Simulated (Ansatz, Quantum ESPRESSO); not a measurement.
**InAs (zinc blende): bulk modulus from a few volumes**

How stiff is zinc blende InAs under hydrostatic load? Each row scales the relaxed cell evenly and relaxes the atoms. The phase is followed to these pressures whether or not it stays the stable one.

Calculated with Ansatz 0.2.0, PBEsol, PAW files of the set soft_1, cutoff 600 eV, Fermi–Dirac smearing 0.02 eV, k-mesh 8×8×8, no spin polarisation, no spin-orbit coupling.

Reference cell, relaxed at zero pressure with PBEsol (F-43m): a = 4.3050 Å, b = 4.3050 Å, c = 4.3050 Å, α = 60.00°, β = 60.00°, γ = 60.00°.

```csv
atom,x,y,z
In,0.0000,0.0000,0.0000
As,0.7500,0.7500,0.7500
```

| V (Å³/atom) | V/V0 | P (GPa) | E − E0 (meV/atom) |
| --- | --- | --- | --- |
| 26.5154 | 0.9400 | 3.984 | 19.8 |
| 27.0795 | 0.9600 | 2.499 | 8.4 |
| 27.6437 | 0.9800 | 1.174 | 2.0 |
| 28.7720 | 1.0200 | −1.060 | 1.9 |
| 29.3362 | 1.0400 | −1.997 | 7.3 |

V0 = 28.2079 Å³ an atom, where the residual pressure P0 is −0.007 GPa. **Question.** Fit the Birch–Murnaghan law and give the pressure and the energy at V = 29.9003 Å³ an atom, a row left out above.

With the Eulerian strain f = ½[(V0/V)^(2/3) − 1] and F = (P − P0)/[3f(1 + 2f)^(5/2)], the third-order law is the line F = B0 + (3/2) B0 (B′ − 4) f.

| f | F (GPa) |
| --- | --- |
| 0.02106 | 56.99 |
| 0.01380 | 56.57 |
| 0.00678 | 56.14 |
| −0.00656 | 55.33 |
| −0.01290 | 54.88 |

A straight line through the 5 rows: the means are 0.004436 for f and 55.982 for F, Σ(Δx)² = 0.000791 and ΣΔxΔy = 0.04891, so the slope is 0.04891/0.000791 = 61.831 and the intercept 55.982 − (61.831)(0.004436) = 55.708.

Hence B0 = 55.7 GPa and B′ = 4 + (61.8)/(1.5 × 55.7) = 4.74. For the withheld volume f = −0.01905, F = 54.53 GPa and P = −2.83 GPa, an extrapolation past the fitted rows. The run itself gives −2.83 GPa, so the estimate misses by 0.00 GPa, a rounding's worth.

Integrating the same law gives E − E0 = (9/2) B0 V0 f²[1 + (B′ − 4) f] + P0(V0 − V), with 1 GPa Å³ = 6.2415 meV: 15.9 meV an atom. The run itself gives 15.9 meV, so the estimate misses by 0.0 meV, a rounding's worth.

The same fit over all rows at other levels or in other programs gives B0 = 56 GPa with PBEsol (Quantum ESPRESSO, PseudoDojo), 56 GPa with PBEsol (Quantum ESPRESSO, GBRV) and 61 GPa with LDA (Quantum ESPRESSO, GBRV).

[Logs are printed without paths, hosts, clocks, repeated set-up lines and the standing remarks that a program may print on its own settings, such as how far it seeks lower states.]
